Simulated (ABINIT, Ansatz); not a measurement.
# Lithium (Im-3m): from the cell to the phonon bands, part 4 of 4

How does Lithium (Im-3m) vibrate, and is this structure a minimum?

ABINIT 10.8.3; DFT LDA, scalar-relativistic, plane waves, PseudoDojo norm-conserving pseudopotentials.

So far, highest frequency (cm⁻¹): step 7 (dispersion) 343. Also lowest frequency on the path (cm⁻¹): step 7 -16.2.

**10. Zone-centre response, volume × 0.98**

At q = 0 one unit cell holds all displacements. The response is solved for single atoms along the cell's directions, and symmetry skips those that follow from others. The crystal is treated as a metal, which screens a static field, so no field response is asked.

It reads the wavefunctions written in step 9.

Contents of dfpt_gamma.abi:

```

# common to the responses
getwfk_filepath "gso_WFK"
kptopt 2
nqpt 1
qpt 0.0 0.0 0.0
asr 0
chneut 0

# displacements
rfphon 1
rfatpol 1 1
rfdir 1 1 1
tolvrs 1.0d-10
prtwf 0

# basis, mesh and filling
ecut 33.0
ngkpt 16 16 16
nshiftk 1
shiftk 0.0 0.0 0.0
istwfk *1
occopt 7
tsmear 0.01
nband 6
nstep 100
diemac 1000000.0
prtebands 0
prtgsr 0
useylm 1

# cell and atoms
acell 3*1.0 Angstrom
rprim 
    1.671467845 1.671467845 1.671467845
    -1.671467845 1.671467845 1.671467845
    -1.671467845 -1.671467845 1.671467845
ntypat 1
znucl 3
natom 1
typat 1
xred 
    0.0 0.0 0.0
pp_dirpath "./pseudo"
pseudos "Li.upf"
```

Command:

```
$ OMP_NUM_THREADS=1 mpirun -n 4 abinit dfpt_gamma.abi > dfpt_gamma.log
```

Numbers of over 12 decimals in the logs are rounded to 6 here.

dfpt_gamma.abo, the main output file:

```text
[banners, grids, parts of the stress and lines that vanish by symmetry left out]
- input  file    -> dfpt_gamma.abi
- output file    -> dfpt_gamma.abo
- root for input  files -> dfpt_gammai
- root for output files -> dfpt_gammao

 Symmetries : space group Im -3 m (#229); Bravais cI (body-center cubic)
================================================================================
 Values of the parameters that define the memory need of the present run (RF).
     intxc =       0      iscf =       7    lmnmax =       8     lnmax =       4
     mgfft =      30  mpssoang =       2    mqgrid =    3001     natom =       1
  nloc_mem =       1    nspden =       1   nspinor =       1    nsppol =       1
      nsym =      48    n1xccc =       0    ntypat =       1    occopt =       7
   xclevel =       1
-    mband =           6        mffmem =           1         mkmem =         513
-   mkqmem =         513        mk1mem =         513           mpw =        1165
      nfft =       27000          nkpt =        2052
- my_mband =           6
================================================================================
================================================================================

--------------------------------------------------------------------------------
------------- Echo of variables that govern the present computation ------------
--------------------------------------------------------------------------------
-
- outvars: echo of selected default values
-   iomode0 =  0 , fftalg0 =312 , wfoptalg0 =  0
-
- outvars: echo of global parameters not present in the input file
-  max_nthreads =    1
-
 -outvars: echo values of preprocessed input variables --------
            acell      1.8897261259E+00  1.8897261259E+00  1.8897261259E+00 Bohr
              amu      6.94100000E+00
              asr           0
           chneut           0
             ecut      3.30000000E+01 Hartree
-          fftalg         312
           istwfk        1    0    0    0    0    0    0    0    1    0
                         0    0    0    0    0    0    0    0    0    0
                         0    0    0    0    0    0    0    0    0    0
                         0    0    0    0    0    0    0    0    0    0
                         0    0    0    0    0    0    0    0    0    0
                       outvar_i_n : Printing only first  50 k-points.
              ixc       -1012
              kpt      0.00000000E+00  0.00000000E+00  0.00000000E+00
                       6.25000000E-02  0.00000000E+00  0.00000000E+00
                       1.25000000E-01  0.00000000E+00  0.00000000E+00
                       1.87500000E-01  0.00000000E+00  0.00000000E+00
                       [...]
                       outvar_i_n : Printing only first  50 k-points.
           kptopt           2
         kptrlatt       16    0    0      0   16    0      0    0   16
          kptrlen      8.75341469E+01
P           mkmem         513
P          mkqmem         513
P          mk1mem         513
            natom           1
            nband           6
           nbdbuf           2
            ngfft          30      30      30
             nkpt        2052
             nqpt           1
            nstep         100
             nsym          48
           ntypat           1
              occ      2.000000  1.000000  0.000000  0.000000  0.000000  0.000000
                       2.000000  1.000000  0.000000  0.000000  0.000000  0.000000
                       2.000000  1.000000  0.000000  0.000000  0.000000  0.000000
                       2.000000  1.000000  0.000000  0.000000  0.000000  0.000000
                       [...]
                       prtocc : prtvol=0, do not print more k-points.
           occopt           7
        optdriver           1
        prtebands           0
           prtgsr           0
           prtpot           1
            prtwf           0
           rfphon           1
            rprim      1.6714678450E+00  1.6714678450E+00  1.6714678450E+00
                      -1.6714678450E+00  1.6714678450E+00  1.6714678450E+00
                      -1.6714678450E+00 -1.6714678450E+00  1.6714678450E+00
          spgroup         229
           symrel      1  0  0   0  1  0   0  0  1      -1  0  0   0 -1  0   0  0 -1
                       0  0  1   1 -1  1   1  0  0       0  0 -1  -1  1 -1  -1  0  0
                      -1  1 -1   0  0 -1   0 -1  0       1 -1  1   0  0  1   0  1  0
                       0 -1  0  -1  0  0  -1  1 -1       0  1  0   1  0  0   1 -1  1
                       [...]
           tolvrs      1.00000000E-10
            typat      1
           useylm           1
              wtk        0.00024    0.00049    0.00049    0.00049    0.00049    0.00049
                         0.00049    0.00049    0.00024    0.00049    0.00049    0.00049
                         0.00049    0.00049    0.00049    0.00049    0.00049    0.00049
                         0.00049    0.00049    0.00049    0.00049    0.00049    0.00049
                       [...]
                       outvars : Printing only first  50 k-points.
            znucl        3.00000

================================================================================

 chkinp: Checking input parameters for consistency.

================================================================================
== DATASET  1 ==================================================================
-   mpi_nproc: 4, omp_nthreads: 1 (-1 if OMP is not activated)

--- !DatasetInfo
iteration_state: {dtset: 1, }
dimensions: {natom: 1, nkpt: 2052, mband: 6, nsppol: 1, nspinor: 1, nspden: 1, mpw: 1165, }
cutoff_energies: {ecut:  33.0, pawecutdg:  -1.0, }
electrons: {nelect:   3.00000000E+00, charge:   0.00000000E+00, occopt:   7.00000000E+00, tsmear:   1.00000000E-02, }
meta: {optdriver: 1, rfphon: 1, }
...

 mkfilename: getwfk from: gso_WFK

 Real(R)+Recip(G) space primitive vectors, cartesian coordinates (Bohr,Bohr^-1):
 R(1)=  3.1586165  3.1586165  3.1586165  G(1)=  0.1582972  0.0000000  0.1582972
 R(2)= -3.1586165  3.1586165  3.1586165  G(2)= -0.1582972  0.1582972  0.0000000
 R(3)= -3.1586165 -3.1586165  3.1586165  G(3)=  0.0000000 -0.1582972  0.1582972
 Unit cell volume ucvol=  1.2605227E+02 bohr^3
 Angles (23,13,12)=  7.05287794E+01  1.09471221E+02  7.05287794E+01 degrees
 setup1 : take into account q-point for computing boxcut.

 getcut: wavevector=  0.0000  0.0000  0.0000  ngfft=  30  30  30
         ecut(hartree)=     33.000   => boxcut(ratio)=   2.12052

--- Pseudopotential description ------------------------------------------------
- pspini: atom type   1  psp file is ./pseudo/Li.upf

   7.84245757E+00                                ecore*ucvol(ha*bohr**3)
--------------------------------------------------------------------------------

 ==>  initialize data related to q vector <==

 The list of irreducible perturbations for this q vector is:
    1)    idir= 1    ipert=   1

================================================================================

 The perturbation idir=   2  ipert=   1 is
 symmetric of a previously calculated perturbation.
 So, its SCF calculation is not needed.

 The perturbation idir=   3  ipert=   1 is
 symmetric of a previously calculated perturbation.
 So, its SCF calculation is not needed.

--------------------------------------------------------------------------------
 Perturbation wavevector (in red.coord.)   0.000000  0.000000  0.000000
 Perturbation : displacement of atom   1   along direction   1
 Found     6 symmetries that leave the perturbation invariant.
 symkpt : the number of k-points, thanks to the symmetries,
 is reduced to   417 .

--------------------------------------------------------------------------------

--------------------------------------------------------------------------------

 dfpt_looppert : total number of electrons, from k and k+q
  fully or partially occupied states are    3.000000E+00 and    3.000000E+00.
 Initialisation of the first-order wave-functions :
  ireadwf=   0

--- !BeginCycle
iteration_state: {dtset: 1, }
solver: {iscf: 7, nstep: 100, nline: 4, wfoptalg: 0, }
tolerances: {tolvrs: 1.00E-10, }
...

     iter   2DEtotal(Ha)        deltaE(Ha) residm    vres2
-ETOT  1  0.191674     -1.020E+03 1.182E+01 1.328E+00
 ETOT  2  3.92047296372766E-04 -1.913E-01 4.222E-03 5.169E-01
 ETOT  3  3.67336335671098E-04 -2.471E-05 9.519E-07 8.237E-02
 ETOT  4  3.59674885885397E-04 -7.661E-06 7.075E-08 3.740E-04
 ETOT  5  3.59519527023622E-04 -1.554E-07 1.305E-09 1.376E-04
 ETOT  6  3.59501951948005E-04 -1.758E-08 1.846E-10 9.144E-07
 ETOT  7  3.59501766865833E-04 -1.851E-10 9.245E-13 1.192E-07
 ETOT  8  3.59501738216750E-04 -2.865E-11 4.558E-13 6.385E-10
 ETOT  9  3.59501721618471E-04 -1.660E-11 3.679E-16 5.065E-12

 At SCF step    9       vres2   =  5.07E-12 < tolvrs=  1.00E-10 =>converged.
================================================================================

 ----iterations are completed or convergence reached----

 Mean square residual over all n,k,spin=   11.273E-17; max=  36.786E-17

 Thirteen components of 2nd-order total energy (hartree) are
 1,2,3: 0th-order hamiltonian combined with 1st-order wavefunctions
     kin0=   9.49403786E+02 eigvalue=   2.64579909E+02  local=  -2.63316435E+02
 4,5,6: 1st-order hamiltonian combined with 1st and 0th-order wfs
 loc psp =  -5.99187112E+02  Hartree=   2.06656757E+02     xc=  -9.26145608E+01
 note that "loc psp" includes a xc core correction that could be resolved
 7,8,9: eventually, occupation + non-local contributions
    edocc=   6.66872635E+01     enl0=  -1.11100490E+02   enl1=  -1.44140534E+03
 1-9 gives the relaxation energy (to be shifted if some occ is /=2.0)
   erelax=  -1.02029623E+03
 10,11,12 Non-relaxation  contributions : frozen-wavefunctions and Ewald
 fr.local=   2.99593645E+02 fr.nonlo=   7.20702941E+02  Ewald=   0.00000000E+00
 13,14 Frozen wf xc core corrections (1) and (2)
 frxc 1  =   0.00000000E+00  frxc 2 =   0.00000000E+00
 Resulting in :
 2DEtotal=    0.3595017216E-03 Ha. Also 2DEtotal=    0.978254020306E-02 eV
    (2DErelax=   -1.0202962269E+03 Ha. 2DEnonrelax=    1.0202965864E+03 Ha)
    (  non-var. 2DEtotal :    3.5817381729E-04 Ha)

================================================================================

 ---- first-order wavefunction calculations are completed ----

 ==> Compute Derivative Database <==

  2nd-order matrix (non-cartesian coordinates, masses not included,
   asr not included )
     j1       j2             matrix element
  dir pert dir pert     real part     imaginary part

   1    1   1    1         0.0003581736         0.0000000000
   1    1   2    1         0.0001193912         0.0000000000
   1    1   3    1        -0.0001193912         0.0000000000
   1    1   2    3         0.0000000000         0.0000000000
   1    1   3    3         0.0000000000         0.0000000000

   2    1   1    1         0.0001193912         0.0000000000
   2    1   2    1         0.0003581736         0.0000000000
   2    1   3    1         0.0001193912         0.0000000000
   2    1   1    3         0.0000000000         0.0000000000
   2    1   3    3         0.0000000000         0.0000000000

   3    1   1    1        -0.0001193912         0.0000000000
   3    1   2    1         0.0001193912         0.0000000000
   3    1   3    1         0.0003581736         0.0000000000
   3    1   1    3         0.0000000000         0.0000000000
   3    1   2    3         0.0000000000         0.0000000000

   1    3   2    1         0.0000000000         0.0000000000
   1    3   3    1         0.0000000000         0.0000000000

   2    3   1    1         0.0000000000         0.0000000000
   2    3   3    1         0.0000000000         0.0000000000

   3    3   1    1         0.0000000000         0.0000000000
   3    3   2    1         0.0000000000         0.0000000000

  Dynamical matrix, in cartesian coordinates,
   if specified in the inputs, asr has been imposed
     j1       j2             matrix element
  dir pert dir pert     real part    imaginary part

   1    1   1    1         0.0000119668         0.0000000000
   1    1   2    1         0.0000000000         0.0000000000
   1    1   3    1        -0.0000000000         0.0000000000

   2    1   1    1         0.0000000000         0.0000000000
   2    1   2    1         0.0000119668         0.0000000000
   2    1   3    1         0.0000000000         0.0000000000

   3    1   1    1        -0.0000000000         0.0000000000
   3    1   2    1         0.0000000000         0.0000000000
   3    1   3    1         0.0000119668         0.0000000000

  Phonon wavevector (reduced coordinates) :  0.00000  0.00000  0.00000
 Phonon energies in Hartree :
   3.075376E-05  3.075376E-05  3.075376E-05
 Phonon frequencies in cm-1    :
-  6.749670E+00  6.749670E+00  6.749670E+00

== END DATASET(S) ==============================================================
================================================================================

 -outvars: echo values of variables after computation
            acell      1.8897261259E+00  1.8897261259E+00  1.8897261259E+00 Bohr
           etotal      3.5950172162E-04
            fcart      0.0000000000E+00  0.0000000000E+00  0.0000000000E+00
           strten      0.0000000000E+00  0.0000000000E+00  0.0000000000E+00
================================================================================
```

Elapsed: 13 s, on 4 MPI ranks of Arm Neoverse V2, shared host; 53 s of CPU time.

With one atom there are acoustic modes alone, which should vanish; they come out at 6.75 cm⁻¹ in size, the error that the sum rule removes later.

**11. What came out**

- space group after relaxation: Im-3m
- volume per atom: 19.1 Å³
- q mesh: 4×4×4
- lowest mode on the q mesh (acoustic ones at the zone centre apart): 32.9 cm⁻¹
- imaginary modes on the q mesh: none

In words: Lithium (Im-3m) is dynamically stable on the 4×4×4 mesh; its spectrum reaches 343 cm⁻¹. The runs at other volumes were meant for Grüneisen parameters, which were not obtained. The base run prints -0.33 GPa, mostly the error of a finite basis; the relaxation, with a smoothed and higher cutoff, had brought the cell to rest. The imaginary part of the path lies between the solved wavevectors, so it may come from the interpolation. These are harmonic frequencies at zero temperature: anharmonic shifts and linewidths and thermal expansion are left out. In a metal the frequencies hang on the k mesh and the smearing, most of all near Kohn anomalies. A run on a mesh of wavevectors was begun and cut off at its time limit; it is not shown, and nothing is said of wavevectors that it left out.

[Host names and launcher messages were left out of these logs when they were recorded.]

[Logs are printed without paths, hosts, clocks, repeated set-up lines and the standing remarks that a program may print on its own settings, such as how far it seeks lower states.]

[Hosts, paths, dates, database ids (printed as entryN), source tags and the programs' standing remarks are cut or masked in the printed files.]
